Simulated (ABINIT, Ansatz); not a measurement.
# Ruthenium (P6_3/mmc): from the cell to the phonon bands

How does Ruthenium (P6_3/mmc) vibrate, and is this structure a minimum?

Calculated with ABINIT 10.8.3; DFT PBE, scalar-relativistic, plane waves, PseudoDojo norm-conserving pseudopotentials.

## (1) The starting structure

It takes space group P6_3/mmc (No. 194, hexagonal). The conventional cell has a = 2.706 Å, b = 2.706 Å, c = 4.282 Å, α = 90.00°, β = 90.00°, γ = 120.00°. Nearest to Ru lie 12 Ru at 2.65 to 2.71 Å.

Coordinates:

```cif
data_structure
_symmetry_space_group_name_H-M 'P 1'
_symmetry_Int_Tables_number 1
_cell_length_a 2.7058
_cell_length_b 2.7058
_cell_length_c 4.2819
_cell_angle_alpha 90.000
_cell_angle_beta 90.000
_cell_angle_gamma 120.000
_cell_volume 27.15
loop_
_atom_site_label
_atom_site_type_symbol
_atom_site_fract_x
_atom_site_fract_y
_atom_site_fract_z
_atom_site_occupancy
Ru1 Ru 0.33333 0.66667 0.25000 1
Ru2 Ru 0.66667 0.33333 0.75000 1
```

## (2) A probe with smearing

A first run with smearing and empty bands tells whether the crystal has a gap, which decides between fixed occupations and smearing later on.

File probe.abi:

```
# ground state
tolvrs 1.0d-08
prtden 1
prtwf 1

# basis, mesh and filling
ecut 38.0
ngkpt 9 9 4
nshiftk 1
shiftk 0.0 0.0 0.0
istwfk *1
occopt 7
tsmear 0.005
nband 24
nstep 100
diemac 9.0
prtebands 0
prtgsr 0

# cell and atoms
acell 5.113220948 5.113220948 8.091618293
rprim 
    1.0 0.0 0.0
    -0.5 0.8660254038 0.0
    0.0 0.0 1.0
ntypat 1
znucl 44
natom 2
typat 1 1
xred 
    1/3 2/3 0.25
    2/3 1/3 0.75
pp_dirpath "./pseudo"
pseudos "Ru.upf"
```

On the command line:

```sh
$ OMP_NUM_THREADS=1 mpirun -n 16 abinit probe.abi > probe.log
```

Numbers of over 12 decimals in the logs are rounded to 6 here.

probe.abo, the main output file:

```text
[banners, grids, parts of the stress and lines that vanish by symmetry left out]
- input  file    -> probe.abi
- output file    -> probe.abo
- root for input  files -> probei
[...]
Symmetries : space group P6_3/m m c (#194); Bravais hP (primitive hexag.)
[...]
mpw =        2067          nfft =       43200          nkpt =          36
[...]
== DATASET  1 ==================================================================
[...]
-    --> not optimal distribution: autoparal keyword recommended in input file <--
[...]
cutoff_energies: {ecut:  38.0, pawecutdg:  -1.0, }
[...]
ETOT  1  -202.01698794586    -2.020E+02 2.185E-01 1.991E+02
 ETOT  2  -202.11731062339    -1.003E-01 3.676E-02 1.445E+02
 ETOT  3  -202.16239008828    -4.508E-02 6.643E-03 1.775E-02
 ETOT  4  -202.16242147471    -3.139E-05 3.391E-03 5.702E-04
 ETOT  5  -202.16242164469    -1.700E-07 2.244E-03 1.071E-05
 ETOT  6  -202.16242164899    -4.293E-09 9.060E-04 3.278E-07
 ETOT  7  -202.16242164912    -1.320E-10 5.834E-04 1.636E-09
 At SCF step    7       vres2   =  1.64E-09 < tolvrs=  1.00E-08 =>converged.
[...]
sigma(1 1)= -1.69769675E-04  sigma(3 2)=  0.00000000E+00
  sigma(2 2)= -1.69769676E-04  sigma(3 1)=  0.00000000E+00
  sigma(3 3)= -9.36819784E-05  sigma(2 1)=  0.00000000E+00
[...]
convergence: {deltae: -1.320E-10, res2:  1.636E-09, residm:  5.834E-04, diffor: null, }
etotal    :  -2.02162422E+02
[...]
sigma(1 1)= -1.69769675E-04  sigma(3 2)=  0.00000000E+00
  sigma(2 2)= -1.69769676E-04  sigma(3 1)=  0.00000000E+00
  sigma(3 3)= -9.36819784E-05  sigma(2 1)=  0.00000000E+00
[...]
- sigma(1 1)= -4.99479629E+00  sigma(3 2)=  0.00000000E+00
- sigma(2 2)= -4.99479633E+00  sigma(3 1)=  0.00000000E+00
- sigma(3 3)= -2.75621896E+00  sigma(2 1)=  0.00000000E+00
[...]
fcart      1.0532090244E-28 -6.0807051375E-29 -0.0000000000E+00
           strten     -1.6976967512E-04 -1.6976967649E-04 -9.3681978387E-05
================================================================================

[key lines of the parts left out:]
pressure_GPa:   4.2486E+00
```

It took 4.9 s on 16 MPI ranks of Arm Neoverse V2, shared host.

Read from the output:

* volume per atom: 13.57 Å³
* pressure: 4.249 GPa
* gap on the k-mesh: 0 eV

No gap opens on this mesh, so smearing is kept; the printed pressure holds the stress of the finite basis too.

## (3) Relaxation

The harmonic expansion needs vanishing forces, and a free crystal bears no stress, so cell and atoms are brought to rest. Stress is more sensitive to the basis than forces are: the last 3 Ha under the cutoff are smoothed with ecutsm, and the cutoff is raised above that of the later runs.

File relax.abi:

```
# relaxation
ionmov 2
optcell 2
dilatmx 1.08
ntime 40
tolmxf 1.0d-05
tolvrs 1.0d-14
prtwf 0
prtden 0
chksymtnons 0

# basis, mesh and filling
ecut 47.0
ecutsm 3.0
ngkpt 12 12 6
nshiftk 1
shiftk 0.0 0.0 0.0
istwfk *1
occopt 7
tsmear 0.01
nband 24
nstep 100
diemac 1000000.0
prtebands 0
prtgsr 0

# cell and atoms
acell 5.113220948 5.113220948 8.091618293
rprim 
    1.0 0.0 0.0
    -0.5 0.8660254038 0.0
    0.0 0.0 1.0
ntypat 1
znucl 44
natom 2
typat 1 1
xred 
    1/3 2/3 0.25
    2/3 1/3 0.75
pp_dirpath "./pseudo"
pseudos "Ru.upf"
```

On the command line:

```sh
$ OMP_NUM_THREADS=1 mpirun -n 16 abinit relax.abi > relax.log
```

relax.abo, the main output file:

```text
[banners, grids, parts of the stress and lines that vanish by symmetry left out]
- input  file    -> relax.abi
- output file    -> relax.abo
- root for input  files -> relaxi
[...]
Symmetries : space group P6_3/m m c (#194); Bravais hP (primitive hexag.)
[...]
mpw =        3603          nfft =       69984          nkpt =          76
[...]
== DATASET  1 ==================================================================
[...]
cutoff_energies: {ecut:  47.0, pawecutdg:  -1.0, }
[...]
ETOT  1  -202.01593607685    -2.020E+02 2.678E-01 3.034E+02
 ETOT  2  -202.12962811404    -1.137E-01 4.829E-02 1.774E+02
 ETOT  3  -202.16403577719    -3.441E-02 5.292E-03 4.968E-02
 ETOT  4  -202.16405446134    -1.868E-05 5.425E-03 7.147E-04
 ETOT  5  -202.16405457847    -1.171E-07 1.419E-03 4.824E-06
[...]
At SCF step    9       vres2   =  5.46E-15 < tolvrs=  1.00E-14 =>converged.
[...]
sigma(1 1)= -1.72379177E-04  sigma(3 2)=  0.00000000E+00
  sigma(2 2)= -1.72379178E-04  sigma(3 1)=  0.00000000E+00
  sigma(3 3)= -1.75495768E-04  sigma(2 1)=  0.00000000E+00
[...]
convergence: {deltae: -3.411E-12, res2:  5.457E-15, residm:  8.535E-04, diffor: null, }
etotal    :  -2.02164055E+02
[...]
ETOT  1  -202.15921940262    -2.022E+02 6.532E-04 2.802E+01
[...]
At SCF step    9       vres2   =  2.32E-15 < tolvrs=  1.00E-14 =>converged.
[...]
sigma(1 1)= -5.28430425E-06  sigma(3 2)=  0.00000000E+00
  sigma(2 2)= -5.28430559E-06  sigma(3 1)=  0.00000000E+00
  sigma(3 3)=  3.81155692E-06  sigma(2 1)=  0.00000000E+00
[...]
convergence: {deltae:  1.108E-12, res2:  2.316E-15, residm:  2.066E-04, diffor: null, }
etotal    :  -2.02164303E+02
[...]
ETOT  1  -202.16430191373    -2.022E+02 6.398E-04 8.726E-03
[...]
At SCF step    8       vres2   =  1.72E-16 < tolvrs=  1.00E-14 =>converged.
[...]
sigma(1 1)= -1.70130308E-06  sigma(3 2)=  0.00000000E+00
  sigma(2 2)= -1.70130442E-06  sigma(3 1)=  0.00000000E+00
  sigma(3 3)=  3.17470287E-06  sigma(2 1)=  0.00000000E+00
[...]
convergence: {deltae:  2.217E-12, res2:  1.722E-16, residm:  3.264E-05, diffor: null, }
etotal    :  -2.02164304E+02
[...]
ETOT  1  -202.16430283225    -2.022E+02 2.236E-05 4.381E-03
[...]
At SCF step    8       vres2   =  3.66E-17 < tolvrs=  1.00E-14 =>converged.
[...]
sigma(1 1)=  1.81824567E-07  sigma(3 2)=  0.00000000E+00
  sigma(2 2)=  1.81823232E-07  sigma(3 1)=  0.00000000E+00
  sigma(3 3)=  5.42906861E-07  sigma(2 1)=  0.00000000E+00
[...]
convergence: {deltae:  1.762E-12, res2:  3.659E-17, residm:  4.357E-06, diffor: null, }
etotal    :  -2.02164304E+02
[...]
ETOT  1  -202.16430367171    -2.022E+02 2.910E-06 8.919E-05
[...]
ETOT  6  -202.16430368776    -1.648E-12 8.511E-07 1.270E-13
 ETOT  7  -202.16430368776    -5.684E-14 1.479E-07 6.864E-16
 At SCF step    7       vres2   =  6.86E-16 < tolvrs=  1.00E-14 =>converged.
[...]
sigma(1 1)=  4.53039631E-08  sigma(3 2)=  0.00000000E+00
  sigma(2 2)=  4.53026275E-08  sigma(3 1)=  0.00000000E+00
  sigma(3 3)=  5.76440294E-08  sigma(2 1)=  0.00000000E+00
[...]
convergence: {deltae: -5.684E-14, res2:  6.864E-16, residm:  1.479E-07, diffor: null, }
etotal    :  -2.02164304E+02
[...]
At Broyd/MD step   5, gradients are converged :
[...]
sigma(1 1)=  4.53039631E-08  sigma(3 2)=  0.00000000E+00
  sigma(2 2)=  4.53026275E-08  sigma(3 1)=  0.00000000E+00
  sigma(3 3)=  5.76440294E-08  sigma(2 1)=  0.00000000E+00
[...]
- sigma(1 1)=  1.33288861E-03  sigma(3 2)=  0.00000000E+00
- sigma(2 2)=  1.33284932E-03  sigma(3 1)=  0.00000000E+00
- sigma(3 3)=  1.69594590E-03  sigma(2 1)=  0.00000000E+00
[...]
fcart      0.0000000000E+00  0.0000000000E+00 -0.0000000000E+00
           strten      4.5303963143E-08  4.5302627483E-08  5.7644029439E-08
================================================================================

[key lines of the parts left out:]
pressure_GPa:  -1.4539E-03
Total energy (etotal) [Ha]= -2.02164303687765E+02
```

The job ended after 52 s (16 MPI ranks).

Relaxation path:

```csv
step,energy less that of the first step (eV),largest force (eV/Å),volume (Å³)
1,0.0000,0.0000,27.15
2,-0.0068,0.0000,27.58
3,-0.0068,0.0000,27.58
4,-0.0068,0.0000,27.58
5,-0.0068,0.0000,27.58
```

```csv
"conventional cell, symmetrised",before,after,change
a (Å),2.706,2.721,+0.5 %
b (Å),2.706,2.721,+0.5 %
c (Å),4.282,4.303,+0.5 %
volume (Å³/atom),13.57,13.79,+1.6 %
```

The relaxed structure:

```xyz
2
Lattice="2.7205 0.0000 0.0000 -1.3603 2.3561 0.0000 0.0000 0.0000 4.3031" Properties=species:S:1:pos:R:3 pbc="T T T"
Ru    0.0000    1.5707    1.0758
Ru    1.3603    0.7854    3.2273
```

This step gave:

* volume per atom: 13.79 Å³
* pressure: -0.001454 GPa

The volume changes by +1.6 % in this run and stands +1.6 % from the first cell.

## (4) Self-consistent run for the response

The response is built on these wavefunctions, so the potential is converged far more tightly than an energy would need. Smearing stays on, as the first look found no gap above 0.3 eV.

File gs.abi:

```
# ground state
tolvrs 1.0d-16
prtden 1
prtwf 1

# basis, mesh and filling
ecut 38.0
ngkpt 12 12 6
nshiftk 1
shiftk 0.0 0.0 0.0
istwfk *1
occopt 7
tsmear 0.01
nband 24
nstep 100
diemac 1000000.0
prtebands 0
prtgsr 0

# cell and atoms
acell 5.141093907 5.141093907 8.131669566
rprim 
    1.0 0.0 0.0
    -0.5 0.8660254038 0.0
    0.0 0.0 1.0
ntypat 1
znucl 44
natom 2
typat 1 1
xred 
    1/3 2/3 0.25
    2/3 1/3 0.75
pp_dirpath "./pseudo"
pseudos "Ru.upf"
```

On the command line:

```sh
$ OMP_NUM_THREADS=1 mpirun -n 16 abinit gs.abi > gs.log
```

gs.abo, the main output file:

```text
[banners, grids, parts of the stress and lines that vanish by symmetry left out]
- input  file    -> gs.abi
- output file    -> gs.abo
- root for input  files -> gsi
[...]
Symmetries : space group P6_3/m m c (#194); Bravais hP (primitive hexag.)
[...]
mpw =        2112          nfft =       43200          nkpt =          76
[...]
== DATASET  1 ==================================================================
[...]
cutoff_energies: {ecut:  38.0, pawecutdg:  -1.0, }
[...]
ETOT  1  -202.01845311486    -2.020E+02 2.841E-01 1.976E+02
 ETOT  2  -202.12439676687    -1.059E-01 3.011E-02 1.241E+02
 ETOT  3  -202.16391502792    -3.952E-02 1.102E-02 1.494E-02
 ETOT  4  -202.16393785122    -2.282E-05 2.674E-03 8.577E-04
 ETOT  5  -202.16393809563    -2.444E-07 2.558E-03 1.820E-05
[...]
ETOT 10  -202.16393810310     1.819E-12 1.183E-03 3.515E-16
 ETOT 11  -202.16393810310    -1.137E-12 6.554E-04 1.208E-18
 At SCF step   11       vres2   =  1.21E-18 < tolvrs=  1.00E-16 =>converged.
[...]
sigma(1 1)=  3.09008358E-05  sigma(3 2)=  0.00000000E+00
  sigma(2 2)=  3.09008344E-05  sigma(3 1)=  0.00000000E+00
  sigma(3 3)=  3.12190065E-05  sigma(2 1)=  0.00000000E+00
[...]
convergence: {deltae: -1.137E-12, res2:  1.208E-18, residm:  6.554E-04, diffor: null, }
etotal    :  -2.02163938E+02
[...]
sigma(1 1)=  3.09008358E-05  sigma(3 2)=  0.00000000E+00
  sigma(2 2)=  3.09008344E-05  sigma(3 1)=  0.00000000E+00
  sigma(3 3)=  3.12190065E-05  sigma(2 1)=  0.00000000E+00
[...]
- sigma(1 1)=  9.09133976E-01  sigma(3 2)=  0.00000000E+00
- sigma(2 2)=  9.09133937E-01  sigma(3 1)=  0.00000000E+00
- sigma(3 3)=  9.18494884E-01  sigma(2 1)=  0.00000000E+00
[...]
fcart      2.0949978910E-28  2.4190951926E-28 -0.0000000000E+00
           strten      3.0900835765E-05  3.0900834428E-05  3.1219006549E-05
================================================================================

[key lines of the parts left out:]
pressure_GPa:  -9.1225E-01
```

The job ended after 9.5 s (16 MPI ranks).

Read from the output:

- pressure: -0.9123 GPa

The cell stands at -0.91 GPa: the relaxation ran with a smoothed and higher cutoff, and the difference is a stress of the finite basis.

[end of part 1 of 4]

[Host names and launcher messages were left out of these logs when they were recorded.]

[Logs are printed without paths, hosts, clocks, repeated set-up lines and the standing remarks that a program may print on its own settings, such as how far it seeks lower states.]

[Hosts, paths, dates, database ids (printed as entryN), source tags and the programs' standing remarks are cut or masked in the printed files.]
